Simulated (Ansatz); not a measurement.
The compound is RuBr2 (1T sheet).

The cell holds 3 atoms: 1 Ru and 2 Br. Its edges and angles: a = 3.778 Å, b = 3.778 Å, c = 30.253 Å, α = 90.0°, β = 90.0°, γ = 120.0°. Vacuum lies along c.

```xyz
3
Lattice="0.0000 2.6717 2.6717 2.6717 -2.6717 0.0000 17.4666 17.4666 -17.4666" Properties=species:S:1:pos:R:3
Ru    5.5502    5.5502   -5.5502
Br    8.0884    5.4167   -5.4167
Br    5.6837    5.6837   -3.0120
```

The structure was relaxed with PBE. The structure was generated from a model, not taken from a measurement. The runs that relaxed it are not among those shown. The program's search for lower electronic states was switched off, so nothing shows that the state found is the lowest. PAW set soft_2, made with PBE.

A constrained-RPA run (Ansatz 0.2.0; non-magnetic PBE; Ru t2g, bands v3 to v1, 6×6×1 mesh, medium accuracy) builds 3 functions on bands 1.1 eV wide, with 6.0 electrons in the window. The bare on-site interaction is 12.6 eV and the bare J 0.47 eV.

Q: Estimate U, U′ and J.

On the Ru t2g shell, U = 2.74 eV (22 % of the bare value), U′ = 2.07 eV, J = 0.31 eV.

The parent state is non-magnetic and the interaction static (zero frequency); U depends on the window and the orbitals, so it belongs to this model alone.

[Paths, hosts, dates, memory and timing lines, banners, echoed tables and standing remarks are left out of the program output.]

[Logs are printed without paths, hosts, clocks, repeated set-up lines and the standing remarks that a program may print on its own settings, such as how far it seeks lower states.]

[Runs of the session that timed out or met a known fault of the program may be left out.]

[Hosts, paths, dates, database ids (printed as entryN), source tags and the programs' standing remarks are cut or masked in the printed files.]
